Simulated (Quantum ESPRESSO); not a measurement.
# LiF (Griceite): phonons by linear response

Wanted: phonon bands, density of states and zone-centre response of LiF (Griceite).

Calculated with Quantum ESPRESSO 7.5; DFT LDA, scalar-relativistic, plane waves, PseudoDojo norm-conserving pseudopotentials.

## 1. The starting structure

Symmetry: Fm-3m, No. 225, cubic system. Conventional cell: a = 4.028 Å, b = 4.028 Å, c = 4.028 Å, α = 90.00°, β = 90.00°, γ = 90.00°. Li has 6 F at 2.01 Å nearest. F has 6 Li at 2.01 Å nearest. Farther neighbours and most contacts between anions are not listed.

As a file:

```cif
data_structure
_symmetry_space_group_name_H-M 'P 1'
_symmetry_Int_Tables_number 1
_cell_length_a 2.8482
_cell_length_b 2.8482
_cell_length_c 2.8482
_cell_angle_alpha 60.000
_cell_angle_beta 60.000
_cell_angle_gamma 60.000
_cell_volume 16.34
loop_
_atom_site_label
_atom_site_type_symbol
_atom_site_fract_x
_atom_site_fract_y
_atom_site_fract_z
_atom_site_occupancy
Li1 Li 0.00000 0.00000 0.00000 1
F2 F 0.50000 0.50000 0.50000 1
```

## 2. A first look

A cheap run with smearing and empty bands tells whether the crystal has a gap, which decides between fixed occupations and smearing later on.

Input file probe.in:

```
&control
   calculation = 'scf'
   prefix = 'x'
   outdir = './tmp'
   pseudo_dir = './pseudo'
   tprnfor = .true.
   tstress = .true.
   verbosity = 'high'
/
&system
   ibrav = 0
   nat = 2
   ntyp = 2
   ecutwfc = 84.0
   occupations = 'smearing'
   smearing = 'gaussian'
   degauss = 0.01
/
&electrons
   conv_thr = 1.0d-07
   mixing_beta = 0.7
   electron_maxstep = 100
/
ATOMIC_SPECIES
 Li      6.9400  Li.upf
 F      18.9984  F.upf
CELL_PARAMETERS angstrom
    -2.014000000    0.000000000    2.014000000
     0.000000000    2.014000000    2.014000000
    -2.014000000    2.014000000    0.000000000
ATOMIC_POSITIONS crystal
 Li     0.000000000   0.000000000   0.000000000
 F      0.500000000   0.500000000   0.500000000
K_POINTS automatic
 8 8 8 0 0 0
```

The run is started by

```
> OMP_NUM_THREADS=1 mpirun -n 4 pw.x -nk 4 -in probe.in > probe.out
```

The log of the run:

```text
[banners, grids, parts of the stress and lines that vanish by symmetry left out]
Program PWSCF v.7.5
     Message from routine setup:
     using ibrav=0 with symmetry is DISCOURAGED, use correct ibrav instead
[...]
kinetic-energy cutoff     =      84.0000  Ry
     charge density cutoff     =     336.0000  Ry
     scf convergence threshold =      1.0E-07
[...]
Exchange-correlation= SLA  PW   NOGX NOGC
                           (   1   4   0   0   0   0   0)
[...]
48 Sym. Ops., with inversion, found
[...]
(     0          1          0      )
                  (     0          0          1      )
[...]
(  0.0000000  1.0000000  0.0000000 )
                  ( -0.0000000 -0.0000000  1.0000000 )
[...]
(     1          0         -1      )
                  (     0          0         -1      )
[...]
( -0.0000000 -1.0000000 -0.0000000 )
[...]
(     0          1         -1      )
                  (     0          1          0      )
[...]
( -1.0000000  0.0000000  0.0000000 )
                  (  0.0000000  1.0000000 -0.0000000 )
[...]
number of k points=    29  Gaussian smearing, width (Ry)=  0.0100
[...]
End of self-consistent calculation
[...]
the Fermi energy is     4.7653 ev
!    total energy              =     -63.66078922 Ry
[...]
convergence has been achieved in   7 iterations
[...]
atom    1 type  1   force =     0.00000000    0.00000000    0.00000000
     atom    2 type  2   force =     0.00000000   -0.00000000    0.00000000
[...]
Total force =     0.000000     Total SCF correction =     0.000000
[...]
total   stress  (Ry/bohr**3)                   (kbar)     P=      -67.02
[...]
XML data file, charge density, pseudopotentials, collected wavefunctions

   JOB DONE.
```

Run time: 1.7 s. Hardware: 4 MPI ranks of Arm Neoverse V1, shared host; 6.2 s of CPU time.

This step gave:

```yaml
volume_per_atom: 8.169 Å³
pressure: -6.702 GPa
gap_on_the_k_mesh: 8.864 eV
```

A gap of 8.9 eV opens on this mesh, so the crystal is taken as an insulator; the start stands at -6.7 GPa.

## 3. Relaxation

The relaxation runs at a cutoff a fifth above that of the response, since stress converges more slowly with the basis than frequencies do. Forces and stress are brought to rest with tight thresholds.

Input file relax.in:

```
&control
   calculation = 'vc-relax'
   prefix = 'x'
   outdir = './tmp'
   pseudo_dir = './pseudo'
   tprnfor = .true.
   tstress = .true.
   forc_conv_thr = 2.0d-05
   etot_conv_thr = 1.0d-07
   nstep = 40
/
&system
   ibrav = 0
   nat = 2
   ntyp = 2
   ecutwfc = 101
   occupations = 'fixed'
   nbnd = 7
/
&electrons
   conv_thr = 1.0d-11
   mixing_beta = 0.7
   electron_maxstep = 100
/
&ions
/
&cell
   press_conv_thr = 0.2
/
ATOMIC_SPECIES
 Li      6.9400  Li.upf
 F      18.9984  F.upf
CELL_PARAMETERS angstrom
    -2.014000000    0.000000000    2.014000000
     0.000000000    2.014000000    2.014000000
    -2.014000000    2.014000000    0.000000000
ATOMIC_POSITIONS crystal
 Li     0.000000000   0.000000000   0.000000000
 F      0.500000000   0.500000000   0.500000000
K_POINTS automatic
 8 8 8 0 0 0
```

The run is started by

```
> OMP_NUM_THREADS=1 mpirun -n 4 pw.x -nk 4 -in relax.in > relax.out
```

The log of the run:

```text
[banners, grids, parts of the stress and lines that vanish by symmetry left out]
[banner, memory and clock lines left out]
Program PWSCF v.7.5

[...]
kinetic-energy cutoff     =     101.0000  Ry
     charge density cutoff     =     404.0000  Ry
     scf convergence threshold =      1.0E-11
[...]
energy convergence thresh.=      1.0E-07
     force convergence thresh. =      2.0E-05
     press convergence thresh. =      2.0E-01
     Exchange-correlation= SLA  PW   NOGX NOGC
                           (   1   4   0   0   0   0   0)
[...]
48 Sym. Ops., with inversion, found
[...]
number of k points=    29
[...]
End of self-consistent calculation
[...]
highest occupied, lowest unoccupied level (ev):     0.5007    9.3649
!    total energy              =     -63.66081517 Ry
[...]
convergence has been achieved in   8 iterations
[...]
atom    1 type  1   force =     0.00000000   -0.00000000   -0.00000000
     atom    2 type  2   force =    -0.00000000    0.00000000    0.00000000
     Total force =     0.000000     Total SCF correction =     0.000000
[...]
total   stress  (Ry/bohr**3)                   (kbar)     P=      -66.56
[...]
number of bfgs steps    =   0
[...]
CELL_PARAMETERS (angstrom)
[...]
ATOMIC_POSITIONS (crystal)
Li              -0.0000000000       -0.0000000000       -0.0000000000
F                0.5000000000        0.5000000000        0.5000000000
[...]
New effective cutoffs (rho, wfc):  412.65  103.29
[...]
End of self-consistent calculation
[...]
highest occupied, lowest unoccupied level (ev):     0.7776    9.9558
!    total energy              =     -63.66223067 Ry
[...]
convergence has been achieved in   6 iterations
[...]
atom    1 type  1   force =    -0.00000000   -0.00000000   -0.00000000
     atom    2 type  2   force =     0.00000000    0.00000000    0.00000000
     Total force =     0.000000     Total SCF correction =     0.000000
[...]
total   stress  (Ry/bohr**3)                   (kbar)     P=      -45.32
[...]
number of bfgs steps    =   1
[...]
CELL_PARAMETERS (angstrom)
[...]
ATOMIC_POSITIONS (crystal)
Li               0.0000000000       -0.0000000000        0.0000000000
F                0.5000000000        0.5000000000        0.5000000000
[...]
New effective cutoffs (rho, wfc):  427.19  106.93
[...]
End of self-consistent calculation
[...]
highest occupied, lowest unoccupied level (ev):     1.2226   10.9064
!    total energy              =     -63.66320560 Ry
[...]
convergence has been achieved in   7 iterations
[...]
atom    1 type  1   force =    -0.00000000   -0.00000000    0.00000000
     atom    2 type  2   force =     0.00000000    0.00000000    0.00000000
     Total force =     0.000000     Total SCF correction =     0.000000
[...]
total   stress  (Ry/bohr**3)                   (kbar)     P=       -6.03
[...]
number of bfgs steps    =   2
[...]
CELL_PARAMETERS (angstrom)
[...]
ATOMIC_POSITIONS (crystal)
[...]
New effective cutoffs (rho, wfc):  429.40  107.48
[...]
End of self-consistent calculation
[...]
highest occupied, lowest unoccupied level (ev):     1.2913   11.0534
!    total energy              =     -63.66322002 Ry
[...]
convergence has been achieved in   7 iterations
[...]
atom    1 type  1   force =     0.00000000    0.00000000    0.00000000
     atom    2 type  2   force =    -0.00000000   -0.00000000   -0.00000000
     Total force =     0.000000     Total SCF correction =     0.000000
[...]
total   stress  (Ry/bohr**3)                   (kbar)     P=        0.62
[...]
number of bfgs steps    =   3
[...]
CELL_PARAMETERS (angstrom)
[...]
ATOMIC_POSITIONS (crystal)
[...]
New effective cutoffs (rho, wfc):  429.19  107.43
[...]
End of self-consistent calculation
[...]
highest occupied, lowest unoccupied level (ev):     1.2849   11.0396
!    total energy              =     -63.66322017 Ry
[...]
convergence has been achieved in   5 iterations
[...]
atom    1 type  1   force =    -0.00000000   -0.00000000   -0.00000000
     atom    2 type  2   force =    -0.00000000   -0.00000000    0.00000000
     Total force =     0.000000     Total SCF correction =     0.000000
[...]
total   stress  (Ry/bohr**3)                   (kbar)     P=       -0.01
[...]
number of bfgs steps    =   4
[...]
small trust_radius: resetting bfgs history
[...]
CELL_PARAMETERS (angstrom)
[...]
ATOMIC_POSITIONS (crystal)
[...]
New effective cutoffs (rho, wfc):  429.19  107.43
[...]
End of self-consistent calculation
[...]
highest occupied, lowest unoccupied level (ev):     1.2849   11.0397
!    total energy              =     -63.66322017 Ry
[...]
convergence has been achieved in   2 iterations
[...]
atom    1 type  1   force =    -0.00000000   -0.00000000    0.00000000
     atom    2 type  2   force =     0.00000000    0.00000000   -0.00000000
     Total force =     0.000000     Total SCF correction =     0.000000
[...]
total   stress  (Ry/bohr**3)                   (kbar)     P=       -0.00
[...]
bfgs converged in   6 scf cycles and   5 bfgs steps
[...]
End of BFGS Geometry Optimization
     Final enthalpy           =     -63.6632201698 Ry
     File ./tmp/x.bfgs deleted, as requested
[...]
CELL_PARAMETERS (angstrom)
[...]
ATOMIC_POSITIONS (crystal)
Li               0.0000000000       -0.0000000000       -0.0000000000
F                0.5000000000        0.5000000000        0.5000000000
[...]
Final scf calculation at the relaxed structure.
[...]
kinetic-energy cutoff     =     101.0000  Ry
     charge density cutoff     =     404.0000  Ry
     scf convergence threshold =      1.0E-13
[...]
press convergence thresh. =      2.0E-01
     Exchange-correlation= SLA  PW   NOGX NOGC
                           (   1   4   0   0   0   0   0)
[...]
48 Sym. Ops., with inversion, found
[...]
number of k points=    29
[...]
End of self-consistent calculation
[...]
highest occupied, lowest unoccupied level (ev):     1.2849   11.0397
!    total energy              =     -63.66321523 Ry
[...]
convergence has been achieved in   9 iterations
[...]
atom    1 type  1   force =    -0.00000000   -0.00000000    0.00000000
     atom    2 type  2   force =     0.00000000    0.00000000    0.00000000
     Total force =     0.000000     Total SCF correction =     0.000000
[...]
total   stress  (Ry/bohr**3)                   (kbar)     P=       -0.11
[...]
XML data file, charge density, pseudopotentials, collected wavefunctions
```

Wall time 10 s (4 MPI ranks); 40 s of CPU time.

The steps of the relaxation:

```csv
step,energy less that of the first step (eV),largest force (eV/Å),pressure (GPa),volume (Å³)
1,0.0000,0.0000,-6.66,16.34
2,-0.0193,0.0000,-4.53,15.79
3,-0.0325,0.0000,-0.60,14.99
4,-0.0327,0.0000,0.06,14.88
5,-0.0327,0.0000,0.00,14.89
6,-0.0327,0.0000,0.00,14.89
7,-0.0327,0.0000,-0.01,14.89
```

```csv
"conventional cell, symmetrised",before,after,change
a (Å),4.028,3.905,-3.1 %
b (Å),4.028,3.905,-3.1 %
c (Å),4.028,3.905,-3.1 %
volume (Å³/atom),8.17,7.44,-8.9 %
```

Final coordinates:

```
Li F
1.0
    -1.95248    0.00000    1.95248
     0.00000    1.95248    1.95248
    -1.95248    1.95248    0.00000
Li F
1 1
Direct
  0.00000 0.00000 0.00000
  0.50000 0.50000 0.50000
```

The last row of the table of steps is pw.x's closing run on a basis chosen anew for the final cell, so its energy can jump.

Read from the output:

```
volume per atom   : 7.443 Å³
pressure          : -0.01100 GPa
gap on the k-mesh : 9.755 eV
```

The volume changes by -8.9 % from the cell with which this run began.

## 4. Self-consistent run for the response

The response is built on this ground state, so it is converged far tighter than an energy would need. With a gap, occupations are fixed, which also allows the response to an electric field.

Input file scf.in:

```
&control
   calculation = 'scf'
   prefix = 'x'
   outdir = './tmp'
   pseudo_dir = './pseudo'
   tprnfor = .true.
   tstress = .true.
/
&system
   ibrav = 0
   nat = 2
   ntyp = 2
   ecutwfc = 84.0
   occupations = 'fixed'
   nbnd = 7
/
&electrons
   conv_thr = 1.0d-12
   mixing_beta = 0.7
   electron_maxstep = 100
/
ATOMIC_SPECIES
 Li      6.9400  Li.upf
 F      18.9984  F.upf
CELL_PARAMETERS angstrom
    -1.952480390    0.000000000    1.952480390
     0.000000000    1.952480390    1.952480390
    -1.952480390    1.952480390    0.000000000
ATOMIC_POSITIONS crystal
 Li     0.000000000   0.000000000   0.000000000
 F      0.500000000   0.500000000   0.500000000
K_POINTS automatic
 8 8 8 0 0 0
```

The run is started by

```
> OMP_NUM_THREADS=1 mpirun -n 4 pw.x -nk 4 -in scf.in > scf.out
```

The log of the run:

```text
[banners, grids, parts of the stress and lines that vanish by symmetry left out]
[banner, memory and clock lines left out]
Program PWSCF v.7.5

[...]
kinetic-energy cutoff     =      84.0000  Ry
     charge density cutoff     =     336.0000  Ry
     scf convergence threshold =      1.0E-12
[...]
Exchange-correlation= SLA  PW   NOGX NOGC
                           (   1   4   0   0   0   0   0)
[...]
48 Sym. Ops., with inversion, found
[...]
number of k points=    29
[...]
End of self-consistent calculation
[...]
highest occupied, lowest unoccupied level (ev):     1.2849   11.0398
!    total energy              =     -63.66318950 Ry
[...]
convergence has been achieved in   9 iterations
[...]
atom    1 type  1   force =     0.00000000    0.00000000   -0.00000000
     atom    2 type  2   force =    -0.00000000   -0.00000000    0.00000000
     Total force =     0.000000     Total SCF correction =     0.000000
[...]
total   stress  (Ry/bohr**3)                   (kbar)     P=       -0.16
[...]
XML data file, charge density, pseudopotentials, collected wavefunctions
```

Run time: 1.6 s. Hardware: 4 MPI ranks; 6.1 s of CPU time.

Read from the output:

```
pressure : -0.016 GPa
```

The cell stands at -0.016 GPa, close enough for phonons.

[end of part 1 of 3]

[Host names and launcher messages were left out of these logs when they were recorded.]

[Logs are printed without paths, hosts, clocks, repeated set-up lines and the standing remarks that a program may print on its own settings, such as how far it seeks lower states.]

[Hosts, paths, dates, database ids (printed as entryN), source tags and the programs' standing remarks are cut or masked in the printed files.]
